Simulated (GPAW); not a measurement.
## Si/Co(0001) in an electric field

How does Si/Co(0001) screen a perpendicular field?

Method: GPAW, PAW setups; slab in vacuum, relaxation, in the first sound run; inputs show where later runs differ, in GPAW 26.7.0.

## Step 1: The starting structure

The cell holds 5 atoms: 4 Co and 1 Si. Cell: a = 2.510 Å, b = 2.510 Å, c = 24.130 Å, α = 90.0°, β = 90.0°, γ = 60.0°. Vacuum lies along c.

Structure file:

```
Co Si
1.0
     2.51000    0.00000    0.00000
     1.25500    2.17372    0.00000
     0.00000    0.00000   24.12985
Co Si
4 1
Direct
  0.66667 0.66667 0.33154
  0.00000 0.00000 0.41590
  0.66667 0.66667 0.50026
  0.00000 0.00000 0.58462
  0.66667 0.66667 0.66846
```

## Step 2: Relaxing the atoms

Forces are removed first; all later runs use this geometry. The lowest 2 atoms are held at bulk positions and keep their forces.

The input, run.py:

```python
import json
import numpy as np
from ase import Atoms
from ase.constraints import FixAtoms
from ase.optimize import BFGS
from gpaw import GPAW, PW

slab = Atoms(
    ['Co', 'Co', 'Co', 'Co', 'Si'],
    positions=[
        [2.51000, 1.44915, 8.00000],
        [0.00000, 0.00000, 10.03561],
        [2.51000, 1.44915, 12.07122],
        [0.00000, 0.00000, 14.10683],
        [2.51000, 1.44915, 16.12985]],
    cell=[[2.51, 0.0, 0.0], [1.255, 2.17372, 0.0], [0.0, 0.0, 24.12985]],
    pbc=[True, True, False],
    magmoms=[1.7, 1.7, 1.7, 1.7, 0.0])

slab.calc = GPAW(mode=PW(400), xc='PBE', kpts={'size': (14, 14, 1), 'gamma': True},
                 occupations={'name': 'fermi-dirac', 'width': 0.1}, nbands='200%',
                 convergence={'density': 1e-05}, maxiter=200,
                 poissonsolver={'dipolelayer': 'xy'},
                 symmetry={'tolerance': 1e-3, 'extra_ids': [1, 1, 0, 0, 0]}, txt='slab.txt')
result = {}
slab.set_constraint(FixAtoms([0, 1]))
path = []
opt = BFGS(slab, maxstep=0.2)
opt.attach(lambda: path.append((slab.get_potential_energy(), slab.positions.tolist(), slab.get_forces().tolist())))
result['relaxed'] = bool(opt.run(fmax=0.03, steps=40))
result['path'] = path
energy = slab.get_potential_energy()
fermi = slab.calc.get_fermi_level()
v = slab.calc.get_electrostatic_potential().mean((0, 1)) - fermi
n = slab.calc.get_pseudo_density().mean((0, 1))
L = slab.cell[2, 2]
z = np.arange(len(v)) * L / len(v)
low, high = slab.positions[:, 2].min(), slab.positions[:, 2].max()
below, above = np.interp([low - 5.8, high + 5.8], z, v)
slopes = [np.interp(x, z, np.gradient(v, z)) for x in (low - 5.8, high + 5.8)]
eps = np.array([[slab.calc.get_eigenvalues(k, s) for k in range(len(slab.calc.get_ibz_k_points()))]
                for s in range(slab.calc.get_number_of_spins())]) - fermi
top, bottom = eps[eps < 0].max(), eps[eps > 0].min()
dipole = slab.get_dipole_moment()[2]
print(f'energy {energy:.4f} eV, Fermi level {fermi:.4f} eV, dipole {dipole:.5f} e A')
print(f'potential 5.8 A off the faces, from the Fermi level: lower {below:.4f} eV, upper {above:.4f} eV')
print(f'slope of the potential there: lower {slopes[0]:.5f}, upper {slopes[1]:.5f} eV/A')
print(f'nearest levels on the mesh: {top:.4f} and {bottom:.4f} eV')
print('magnetic moment', round(slab.get_magnetic_moment(), 3))
result.update(energy=energy, fermi=fermi, dipole=dipole, below=below, above=above, slopes=slopes, edges=[top, bottom],
              z=z.tolist(), v=v.tolist(), n=n.tolist(), positions=slab.positions.tolist(),
              forces=slab.get_forces(apply_constraint=False).tolist(), moments=slab.get_magnetic_moments().tolist())
json.dump(result, open('result.json', 'w'))
```

Run with:

```
$ OMP_NUM_THREADS=1 OPENBLAS_NUM_THREADS=1 python run.py
```

Log:

```text
Step          Energy          fmax
BFGS:    0      -36.250705        0.326142
BFGS:    1      -36.252704        0.302866
BFGS:    2      -36.261855        0.094646
BFGS:    3      -36.262140        0.076023
BFGS:    4      -36.262582        0.074517
BFGS:    5      -36.264033        0.108206
BFGS:    6      -36.265691        0.107676
BFGS:    7      -36.267070        0.060703
BFGS:    8      -36.267483        0.016573
energy -36.1887 eV, Fermi level 1.8591 eV, dipole 0.01226 e A
potential 5.8 A off the faces, from the Fermi level: lower 5.0112 eV, upper 4.6074 eV
slope of the potential there: lower -0.00039, upper 0.00029 eV/A
nearest levels on the mesh: -0.0134 and 0.0048 eV
magnetic moment 6.062
```

It took 36 min on 1 thread of Arm Neoverse V1, shared host; peak memory 0.27 GiB.

Step by step:

```tsv
step	energy less that of the first step (eV)	largest force (eV/Å)
1	0.0000	0.3261
2	-0.0020	0.3029
3	-0.0120	0.0946
4	-0.0122	0.0760
5	-0.0126	0.0745
6	-0.0140	0.1082
7	-0.0157	0.1077
8	-0.0173	0.0607
9	-0.0179	0.0166
```

The atoms that moved most (Å):

```tsv
atom	dx	dy	dz	length
Si5	0.000	0.000	-0.116	0.116
Co4	0.000	0.000	-0.050	0.050
Co3	0.000	0.000	-0.016	0.016
```

Final coordinates:

```cif
data_structure
_symmetry_space_group_name_H-M 'P 1'
_symmetry_Int_Tables_number 1
_cell_length_a 2.5100
_cell_length_b 2.5100
_cell_length_c 24.1298
_cell_angle_alpha 90.000
_cell_angle_beta 90.000
_cell_angle_gamma 60.000
_cell_volume 131.65
loop_
_atom_site_label
_atom_site_type_symbol
_atom_site_fract_x
_atom_site_fract_y
_atom_site_fract_z
_atom_site_occupancy
Co1 Co 0.66667 0.66667 0.33154 1
Co2 Co 0.00000 0.00000 0.41590 1
Co3 Co 0.66667 0.66667 0.49961 1
Co4 Co 0.00000 0.00000 0.58254 1
Si5 Si 0.66667 0.66667 0.66366 1
```

Numbers from this step:

| Property | Result |
| --- | --- |
| dipole along the normal | 0.01226 e·Å |
| levels nearest the Fermi level on the mesh | -0.01337, 0.004845 eV from the Fermi level |
| upper work function | 4.607 eV |
| lower work function | 5.011 eV |
| site moments | 1.808, 1.750, 1.711, 1.097, -0.03291 μB |
| sum of the site moments | 6.332 μB |

Electrostatic potential energy of an electron (without an applied field's), less the Fermi level, planar mean against z:

```tsv
z (Å)	electrostatic potential energy of an electron (without an applied field's), less the Fermi level, planar mean (eV)
0.0	4.81
0.5	5.01
1.0	5.01
1.5	5.01
2.0	5.01
2.5	5.01
3.0	5.01
3.5	5.01
4.0	5.01
4.5	5.00
5.0	4.98
5.5	4.92
6.0	4.70
6.5	3.91
7.0	1.17
7.5	-8.82
8.0	-23.5
8.5	-8.81
9.0	-0.775
9.5	-7.81
10.0	-23.6
10.5	-10.2
11.0	-0.913
11.5	-7.18
12.0	-23.3
12.5	-10.8
13.0	-1.08
13.5	-7.03
14.0	-23.4
14.5	-11.2
15.0	-2.76
15.5	-11.3
16.0	-24.6
16.5	-11.8
17.0	-0.240
17.5	3.40
18.0	4.32
18.5	4.54
19.0	4.59
19.5	4.60
20.0	4.61
20.5	4.61
21.0	4.61
21.5	4.61
22.0	4.61
22.5	4.61
23.0	4.61
23.5	4.61
24.0	4.73
```

The pseudo valence density, planar mean oscillates, so the rows of the table below give means over windows of 1.94 Å about each position, cut where the curve ends. Its maxima inside the range that stand out by 2 % of the span (Å: e/Å³): 8.0: 1.80, 10.1: 1.71, 12.1: 1.80, 14.0: 1.77, 16.4: 0.355. Its minima: 9.0: 0.300, 11.0: 0.310, 13.1: 0.321, 15.9: 0.316.

Table of pseudo valence density, planar mean by z; means over each step:

```tsv
z (Å)	pseudo valence density, planar mean (e/Å³)
2.91	1.1e-5
4.85	0.00143
6.79	0.232
8.73	0.795
10.67	0.813
12.61	0.827
14.55	0.833
16.49	0.266
18.43	0.0112
20.37	4.1e-5
```

Site moment by atom:

```tsv
atom	site moment (μB)
Co1	1.81
Co2	1.75
Co3	1.71
Co4	1.10
Si5	-0.03
```

The relaxation lowered the energy of the cell by 0.0179 eV (energies extrapolated to zero smearing; the optimiser's log prints free energies). The largest force left on a free atom is 0.017 eV/Å.

## Step 3: Plane waves, PBE

The work function is the vacuum plateau of the electrostatic potential less the Fermi level; a dipole layer lets the two faces have plateaus of their own.

This step: GPAW, PAW setups; slab in vacuum (GPAW 26.7.0).

run.py, as its differences from that of step 2:

```diff
@@ -3,4 +3,2 @@
 from ase import Atoms
-from ase.constraints import FixAtoms
-from ase.optimize import BFGS
 from gpaw import GPAW, PW
@@ -12,5 +10,5 @@
         [0.00000, 0.00000, 10.03561],
-        [2.51000, 1.44915, 12.07122],
-        [0.00000, 0.00000, 14.10683],
-        [2.51000, 1.44915, 16.12985]],
+        [2.51000, 1.44915, 12.05540],
+        [-0.00000, -0.00000, 14.05672],
+        [2.51000, 1.44915, 16.01396]],
     cell=[[2.51, 0.0, 0.0], [1.255, 2.17372, 0.0], [0.0, 0.0, 24.12985]],
@@ -23,10 +21,4 @@
                  poissonsolver={'dipolelayer': 'xy'},
-                 symmetry={'tolerance': 1e-3, 'extra_ids': [1, 1, 0, 0, 0]}, txt='slab.txt')
+                 symmetry={'tolerance': 1e-3}, txt='slab.txt')
 result = {}
-slab.set_constraint(FixAtoms([0, 1]))
-path = []
-opt = BFGS(slab, maxstep=0.2)
-opt.attach(lambda: path.append((slab.get_potential_energy(), slab.positions.tolist(), slab.get_forces().tolist())))
-result['relaxed'] = bool(opt.run(fmax=0.03, steps=40))
-result['path'] = path
 energy = slab.get_potential_energy()
```

Log:

```text
energy -36.1887 eV, Fermi level 1.8590 eV, dipole 0.01227 e A
potential 5.8 A off the faces, from the Fermi level: lower 5.0112 eV, upper 4.6074 eV
slope of the potential there: lower -0.00039, upper 0.00029 eV/A
nearest levels on the mesh: -0.0134 and 0.0048 eV
magnetic moment 6.062
```

Run time: 5 min. Hardware: 1 thread; peak memory 0.26 GiB.

Numbers from this step:

| Property | Result |
| --- | --- |
| dipole along the normal | 0.01227 e·Å |
| levels nearest the Fermi level on the mesh | -0.01337, 0.004848 eV from the Fermi level |

The electrostatic potential energy of an electron (without an applied field's), less the Fermi level, planar mean oscillates, so the rows of the table below give means over windows of 1.94 Å about each position, cut where the curve ends. Its maxima inside the range that stand out by 2 % of the span (Å: eV): 9.0: -0.723, 11.1: -0.890, 13.0: -0.923, 15.0: -2.68. Its minima: 8.0: -23.7, 10.0: -23.9, 12.1: -23.8, 14.1: -23.5, 16.1: -24.7.

Table of electrostatic potential energy of an electron (without an applied field's), less the Fermi level, planar mean by z; means over each step:

z (Å), electrostatic potential energy of an electron (without an applied field's), less the Fermi level, planar mean (eV) and a bar from the least value:
```
     0.97        5.0 ##############################
     2.91        5.0 ##############################
     4.85        5.0 ##############################
     6.79       -0.3 #####################
     8.73      -10.0 ###
    10.67      -10.4 ##
    12.61      -10.6 ##
    14.55      -11.7 
    16.49      -10.8 ##
    18.43        4.4 #############################
    20.37        4.6 #############################
    22.31        4.6 #############################
```

The pseudo valence density, planar mean by z:

```tsv
z (Å)	pseudo valence density, planar mean (e/Å³)
0.00	-2.2e-6
0.65	3.2e-6
1.29	-2.0e-6
1.94	3.5e-6
2.59	0
3.23	1.3e-5
3.88	4.8e-5
4.52	2.6e-4
5.17	0.00132
5.82	0.00685
6.46	0.0349
7.11	0.188
7.76	1.26
8.40	0.792
9.05	0.300
9.70	0.949
10.34	1.06
10.99	0.310
11.63	0.754
12.28	1.32
12.93	0.331
13.57	0.649
14.22	1.53
14.87	0.399
15.51	0.371
16.16	0.327
16.80	0.248
17.45	0.0602
18.10	0.00990
18.74	0.00152
19.39	2.3e-4
20.04	3.9e-5
20.68	3.1e-6
21.33	4.2e-6
21.98	-2.2e-6
22.62	3.2e-6
23.27	-2.3e-6
23.91	3.2e-6
```

Force by atom:

```tsv
atom	x (eV/Å)	y (eV/Å)	z (eV/Å)	size
Co1	0.000	0.000	0.343	0.343
Co2	0.000	0.000	-0.358	0.358
Co3	0.000	0.000	0.017	0.017
Co4	0.000	0.000	0.007	0.007
Si5	0.000	0.000	-0.010	0.010
```

The potential is flat to 3.9e-4 eV/Å where it is read, so the vacuum is wide enough.

## Step 4: Field on

A uniform field along the normal polarises the slab; the atoms stay fixed, so this is the electronic response alone.

run.py, as its differences from that of step 3:

```diff
@@ -4,2 +4,3 @@
 from gpaw import GPAW, PW
+from gpaw.external import ConstantElectricField
 
@@ -21,2 +22,3 @@
                  poissonsolver={'dipolelayer': 'xy'},
+                 external=ConstantElectricField(-0.2, [0, 0, 1]),
                  symmetry={'tolerance': 1e-3}, txt='slab.txt')
```

Log:

```text
energy -36.1930 eV, Fermi level 1.8754 eV, dipole -0.05542 e A
potential 5.8 A off the faces, from the Fermi level: lower 3.8606 eV, upper 5.6988 eV
slope of the potential there: lower -0.00030, upper 0.00023 eV/A
nearest levels on the mesh: -0.0134 and 0.0044 eV
magnetic moment 6.068
```

It took 33 min on 1 thread; peak memory 0.62 GiB.

Numbers from this step:

```
dipole along the normal                                         : -0.05542 e·Å
levels nearest the Fermi level on the mesh                      : -0.01336, 0.004354 eV from the Fermi level
site moments                                                    : 1.808, 1.750, 1.711, 1.098, -0.03242 μB
sum of the site moments                                         : 6.335 μB
potential below the slab, the applied field's own ramp left out : 3.861 eV from the Fermi level
potential above the slab, the applied field's own ramp left out : 5.699 eV from the Fermi level
```

Electrostatic potential energy of an electron (without an applied field's), less the Fermi level, planar mean against z:

```tsv
z (Å)	electrostatic potential energy of an electron (without an applied field's), less the Fermi level, planar mean (eV)
0.0	4.78
0.5	3.86
1.0	3.86
1.5	3.86
2.0	3.86
2.5	3.86
3.0	3.86
3.5	3.86
4.0	3.86
4.5	3.85
5.0	3.84
5.5	3.78
6.0	3.58
6.5	2.82
7.0	0.148
7.5	-9.73
8.0	-24.3
8.5	-9.52
9.0	-1.39
9.5	-8.32
10.0	-24.0
10.5	-10.5
11.0	-1.13
11.5	-7.30
12.0	-23.3
12.5	-10.7
13.0	-0.890
13.5	-6.74
14.0	-23.1
14.5	-10.7
15.0	-2.18
15.5	-10.6
16.0	-23.8
16.5	-10.9
17.0	0.738
17.5	4.44
18.0	5.39
18.5	5.62
19.0	5.68
19.5	5.69
20.0	5.70
20.5	5.70
21.0	5.70
21.5	5.70
22.0	5.70
22.5	5.70
23.0	5.70
23.5	5.70
24.0	5.13
```

Site moment by atom:

```tsv
atom	site moment (μB)
Co1	1.81
Co2	1.75
Co3	1.71
Co4	1.10
Si5	-0.03
```

Force by atom:

```tsv
atom	x (eV/Å)	y (eV/Å)	z (eV/Å)	size
Co1	0.000	0.000	0.346	0.346
Co2	0.000	0.000	-0.360	0.360
Co3	0.000	0.000	0.017	0.017
Co4	0.000	0.000	0.015	0.015
Si5	0.000	0.000	-0.018	0.018
```

The dipole is now -0.0554 e Å, against 0.012 in the run without a field.

## Step 5: In a field

run.py, as its differences from that of step 4:

```diff
@@ -22,3 +22,3 @@
                  poissonsolver={'dipolelayer': 'xy'},
-                 external=ConstantElectricField(-0.2, [0, 0, 1]),
+                 external=ConstantElectricField(-0.1, [0, 0, 1]),
                  symmetry={'tolerance': 1e-3}, txt='slab.txt')
```

Log:

```text
energy -36.1891 eV, Fermi level 1.8677 eV, dipole -0.02163 e A
potential 5.8 A off the faces, from the Fermi level: lower 4.4347 eV, upper 5.1524 eV
slope of the potential there: lower -0.00032, upper 0.00025 eV/A
nearest levels on the mesh: -0.0134 and 0.0046 eV
magnetic moment 6.064
```

Wall time 21 min (1 thread); peak memory 0.62 GiB.

This step gave:

| Item | Value |
| --- | --- |
| dipole along the normal | -0.02163 e·Å |
| levels nearest the Fermi level on the mesh | -0.01341, 0.004585 eV from the Fermi level |
| site moments | 1.808, 1.750, 1.711, 1.097, -0.03266 μB |
| sum of the site moments | 6.334 μB |
| potential below the slab, the applied field's own ramp left out | 4.435 eV from the Fermi level |
| potential above the slab, the applied field's own ramp left out | 5.152 eV from the Fermi level |

The electrostatic potential energy of an electron (without an applied field's), less the Fermi level, planar mean oscillates, so the rows of the table below give means over windows of 1.94 Å about each position, cut where the curve ends. Its maxima inside the range that stand out by 2 % of the span (Å: eV): 9.0: -1.02, 11.1: -0.988, 13.0: -0.826, 15.0: -2.39. Its minima: 8.0: -24.1, 10.0: -24.1, 12.1: -23.8, 14.1: -23.3, 16.1: -24.3.

Table of electrostatic potential energy of an electron (without an applied field's), less the Fermi level, planar mean by z; means over each step:

z (Å), electrostatic potential energy of an electron (without an applied field's), less the Fermi level, planar mean (eV) and a bar from the least value:
```
     0.97        4.5 #############################
     2.91        4.4 #############################
     4.85        4.4 #############################
     6.79       -0.8 ###################
     8.73      -10.4 ##
    10.67      -10.5 ##
    12.61      -10.5 ##
    14.55      -11.4 
    16.49      -10.4 ##
    18.43        4.9 ##############################
    20.37        5.2 ##############################
    22.31        5.2 ##############################
```

Force by atom:

```tsv
atom	x (eV/Å)	y (eV/Å)	z (eV/Å)	size
Co1	0.000	0.000	0.345	0.345
Co2	0.000	0.000	-0.359	0.359
Co3	0.000	0.000	0.017	0.017
Co4	0.000	0.000	0.011	0.011
Si5	0.000	0.000	-0.014	0.014
```

The dipole is now -0.0216 e Å, against 0.012 in the run without a field.

## Step 6: Field on

run.py, as its differences from that of step 5:

```diff
@@ -22,3 +22,3 @@
                  poissonsolver={'dipolelayer': 'xy'},
-                 external=ConstantElectricField(-0.1, [0, 0, 1]),
+                 external=ConstantElectricField(-0.05, [0, 0, 1]),
                  symmetry={'tolerance': 1e-3}, txt='slab.txt')
```

Log:

```text
energy -36.1885 eV, Fermi level 1.8636 eV, dipole -0.00467 e A
potential 5.8 A off the faces, from the Fermi level: lower 4.7235 eV, upper 4.8786 eV
slope of the potential there: lower -0.00034, upper 0.00024 eV/A
nearest levels on the mesh: -0.0130 and 0.0049 eV
magnetic moment 6.063
```

It took 24 min on 1 thread; peak memory 0.62 GiB.

## Step 7: In a field

run.py, as its differences from that of step 6:

```diff
@@ -22,3 +22,3 @@
                  poissonsolver={'dipolelayer': 'xy'},
-                 external=ConstantElectricField(-0.05, [0, 0, 1]),
+                 external=ConstantElectricField(0.05, [0, 0, 1]),
                  symmetry={'tolerance': 1e-3}, txt='slab.txt')
```

Log:

```text
energy -36.1897 eV, Fermi level 1.8547 eV, dipole 0.02908 e A
potential 5.8 A off the faces, from the Fermi level: lower 5.2993 eV, upper 4.3350 eV
slope of the potential there: lower -0.00036, upper 0.00024 eV/A
nearest levels on the mesh: -0.0134 and 0.0049 eV
magnetic moment 6.06
```

Wall time 29 min (1 thread); peak memory 0.62 GiB.

Electrostatic potential energy of an electron (without an applied field's), less the Fermi level, planar mean against z:

```tsv
z (Å)	electrostatic potential energy of an electron (without an applied field's), less the Fermi level, planar mean (eV)
0.0	4.82
0.5	5.30
1.0	5.30
1.5	5.30
2.0	5.30
2.5	5.30
3.0	5.30
3.5	5.30
4.0	5.30
4.5	5.29
5.0	5.27
5.5	5.21
6.0	4.98
6.5	4.18
7.0	1.42
7.5	-8.59
8.0	-23.3
8.5	-8.63
9.0	-0.622
9.5	-7.68
10.0	-23.5
10.5	-10.1
11.0	-0.860
11.5	-7.16
12.0	-23.3
12.5	-10.8
13.0	-1.12
13.5	-7.10
14.0	-23.5
14.5	-11.3
15.0	-2.91
15.5	-11.5
16.0	-24.8
16.5	-12.0
17.0	-0.485
17.5	3.14
18.0	4.06
18.5	4.27
19.0	4.32
19.5	4.33
20.0	4.33
20.5	4.33
21.0	4.33
21.5	4.33
22.0	4.34
22.5	4.34
23.0	4.34
23.5	4.34
24.0	4.64
```

## Step 8: In a field

run.py, as its differences from that of step 7:

```diff
@@ -22,3 +22,3 @@
                  poissonsolver={'dipolelayer': 'xy'},
-                 external=ConstantElectricField(0.05, [0, 0, 1]),
+                 external=ConstantElectricField(0.1, [0, 0, 1]),
                  symmetry={'tolerance': 1e-3}, txt='slab.txt')
```

Log:

```text
energy -36.1916 eV, Fermi level 1.8501 eV, dipole 0.04599 e A
potential 5.8 A off the faces, from the Fermi level: lower 5.5882 eV, upper 4.0631 eV
slope of the potential there: lower -0.00037, upper 0.00024 eV/A
nearest levels on the mesh: -0.0134 and 0.0051 eV
magnetic moment 6.059
```

Elapsed: 40 min, on 1 thread; peak memory 0.62 GiB.

The dipole is now 0.0460 e Å, against 0.012 in the run without a field.

## Step 9: In a field

run.py, as its differences from that of step 8:

```diff
@@ -22,3 +22,3 @@
                  poissonsolver={'dipolelayer': 'xy'},
-                 external=ConstantElectricField(0.1, [0, 0, 1]),
+                 external=ConstantElectricField(0.2, [0, 0, 1]),
                  symmetry={'tolerance': 1e-3}, txt='slab.txt')
```

Log:

```text
energy -36.1979 eV, Fermi level 1.8400 eV, dipole 0.07980 e A
potential 5.8 A off the faces, from the Fermi level: lower 6.1673 eV, upper 3.5210 eV
slope of the potential there: lower -0.00037, upper 0.00024 eV/A
nearest levels on the mesh: -0.0136 and 0.0052 eV
magnetic moment 6.056
```

It took 28 min on 1 thread; peak memory 0.62 GiB.

[end of part 1 of 2]

[Logs are printed without paths, hosts, clocks, repeated set-up lines and the standing remarks that a program may print on its own settings, such as how far it seeks lower states.]

[Hosts, paths, dates, database ids (printed as entryN), source tags and the programs' standing remarks are cut or masked in the printed files.]
